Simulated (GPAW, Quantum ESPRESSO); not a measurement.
The O K edge of atom 3 in NaMoO2 (R-3m), with 3 Mo at 2.15 Å and 3 Na at 2.42 Å (distorted octahedral, site symmetry 3m), was computed in 2 ways: excited-electron core hole (neutral cell) and no core hole. Program and functional: GPAW, LDA, Gaussian full width 0.9 eV up to 4 eV, rising linearly to 3.5 eV at 25 eV; cells of 4 and 12 atoms (the run without a hole in the smaller).

Each run is counted from its own lowest empty level or Fermi level and scaled to a mean of 1 over its first 20 eV.

```tsv
E (eV)	run 1	run 2
-2.0	0.00	0.00
-1.5	0.00	0.00
-1.0	0.02	0.01
-0.5	0.31	0.29
0.0	1.19	1.47
0.5	0.96	1.57
1.0	0.30	0.38
1.5	0.59	0.26
2.0	1.83	0.85
2.5	2.98	2.21
3.0	1.91	2.89
3.5	0.77	1.44
4.0	0.86	0.65
4.5	1.24	0.88
5.0	1.35	1.14
5.5	1.29	1.27
6.0	1.35	1.28
6.5	1.43	1.31
7.0	1.45	1.38
7.5	1.36	1.42
8.0	1.10	1.40
8.5	0.79	1.23
9.0	0.63	0.93
9.5	0.70	0.75
10.0	0.87	0.79
10.5	0.99	0.96
11.0	0.96	1.05
11.5	0.83	0.96
12.0	0.76	0.78
12.5	0.82	0.68
13.0	0.95	0.71
13.5	1.05	0.81
14.0	1.08	0.91
14.5	1.04	0.97
15.0	0.95	0.98
15.5	0.84	0.92
16.0	0.73	0.83
16.5	0.65	0.73
17.0	0.62	0.66
17.5	0.61	0.62
18.0	0.61	0.61
18.5	0.60	0.59
19.0	0.59	0.56
19.5	0.58	0.53
20.0	0.60	0.51
20.5	0.63	0.51
21.0	0.67	0.53
21.5	0.70	0.56
22.0	0.71	0.57
22.5	0.72	0.58
23.0	0.72	0.57
23.5	0.74	0.56
24.0	0.78	0.57
24.5	0.85	0.59
25.0	0.92	0.63
25.5	1.00	0.69
26.0	1.07	0.77
26.5	1.13	0.84
27.0	1.16	0.91
27.5	1.15	0.96
28.0	1.10	0.97
28.5	1.03	0.96
29.0	0.94	0.91
29.5	0.86	0.85
30.0	0.79	0.78
30.5	0.74	0.72
31.0	0.72	0.67
31.5	0.70	0.63
32.0	0.69	0.61
```

**Question.** Which run is which?

Run 1: excited-electron core hole (neutral cell) (area from −2 to 6 eV 8.1, main maxima 0.2 eV (1.31), 2.5 eV (2.98), 6.9 eV (1.46) and 14.0 eV (1.08)). Run 2: no core hole (area from −2 to 6 eV 8.0, main maxima 0.3 eV (1.85), 2.9 eV (2.96), 7.7 eV (1.43) and 11.0 eV (1.05)). With each curve scaled to its own mean, the area from −2 to 6 eV with the hole is 8.1 against 8.0, and the centre of weight from −1 to 20 eV moves by +0.0 eV (first and strongest maxima below 20 eV: 0.3 eV (1.85), 2.9 eV (2.96) and 7.7 eV (1.43) without the hole, 0.2 eV (1.31), 2.5 eV (2.98) and 6.9 eV (1.46) with it); the shape changes all the same, by 29 % r.m.s.

[Banner, clock and machine lines of the logs are left out without a mark of their own.]

[Logs are printed without paths, hosts, clocks, repeated set-up lines and the standing remarks that a program may print on its own settings, such as how far it seeks lower states.]

[Hosts, paths, dates, database ids (printed as entryN), source tags and the programs' standing remarks are cut or masked in the printed files.]

[Lists of maxima count a maximum above −3 eV only where it reaches 4 % of the highest in the window and stands out from its surroundings by 2 % of it (1.5 % where it reaches 55 %); shoulders and weaker maxima are passed over, and of the rest the first, up to two pre-edge ones and the few strongest are named.]
